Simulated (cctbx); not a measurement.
# Reading a Patterson map

Space group Fm-3m (no. 225), a = 7.7660 Å, b = 7.7660 Å, c = 7.7660 Å, α = 90.00°, β = 90.00°, γ = 90.00°, content Eu8 Ru4 Mg4 O24.

The data are simulated with cctbx, not measured: Mo Kα, λ = 0.71073 Å, to d = 0.77 Å, 70 % of the full sphere, strongest reflection 40000 counts, noise from counting, a 6 % proportional error and a noise floor of 15 counts (s.d.); no absorption.

Patterson synthesis, origin scaled to 1000:

```text
Patterson group F m -3 m
      u       v       w   height  length (A)
  0.000   0.000   0.000   1000.0     0.00
  0.000   0.000   0.500    901.6     3.88
  0.250   0.250   0.250    617.4     3.36
  0.000   0.250   0.250    162.4     2.75
  0.000   0.000   0.250     91.6     1.94
  0.042   0.042   0.138     21.3     1.17
  0.042   0.042   0.361     18.4     2.84
  0.111   0.206   0.206     15.3     2.42
  0.111   0.206   0.294     14.3     2.92
  0.073   0.073   0.247      8.1     2.08
  0.085   0.085   0.085     -5.8     1.14
  0.138   0.138   0.138     -8.3     1.86
  0.135   0.135   0.365    -11.0     3.20
```

**Question.** Which atom pairs make the peaks, and where is the heaviest atom?

A peak at u stands for all pairs with xi − xj = u, with weight Σ ZiZj against Σ Z² = 41608 at the origin. Peak heights follow these weights only roughly, since form factors, motion and series ripples differ, all vectors within 0.55 Å of a peak are counted as merged into it though the farther ones add only part of their weight, and F(000) is left out, which lowers the whole map:

| u | v | w | shortest length (Å) | height | 1000 ΣZiZj/ΣZ² | pairs in the cell |
| --- | --- | --- | --- | --- | --- | --- |
| 0.000 | 0.000 | 0.500 | 3.88 | 902 | 902 | 8 × Eu–Eu, 8 × Ru–Mg, 24 × O–O |
| 0.250 | 0.250 | 0.250 | 3.36 | 617 | 678 | 8 × Eu–Ru, 8 × Eu–Mg |
| 0.000 | 0.250 | 0.250 | 2.75 | 162 | 218 | 16 × Eu–O, 16 × O–O |
| 0.000 | 0.000 | 0.250 | 1.94 | 92 | 86 | 8 × Ru–O, 8 × Mg–O |

The table stops at ten peaks or at a height of 45, below which ripples compete. In the model behind the data Eu, the heaviest element, has 1 independent site: (1/4, 1/4, 3/4), up to an allowed shift of origin; the Eu–Eu vectors are differences of these positions and their symmetry mates. The whole model:

| atom | mult. | x | y | z | Ueq (Å²) |
| --- | --- | --- | --- | --- | --- |
| Eu1 | 8 | 1/4 | 1/4 | 3/4 | 0.0026 |
| Ru1 | 4 | 0 | 0 | 0 | 0.0032 |
| Mg1 | 4 | 1/2 | 0 | 0 | 0.0054 |
| O1 | 24 | 0.7484 | 0 | 0 | 0.0062 |

The model was made for the exercise: a known structure type with other elements put in, its volume estimated, not relaxed; displacement parameters are assumed.

[Logs are printed without paths, hosts, clocks, repeated set-up lines and the standing remarks that a program may print on its own settings, such as how far it seeks lower states.]
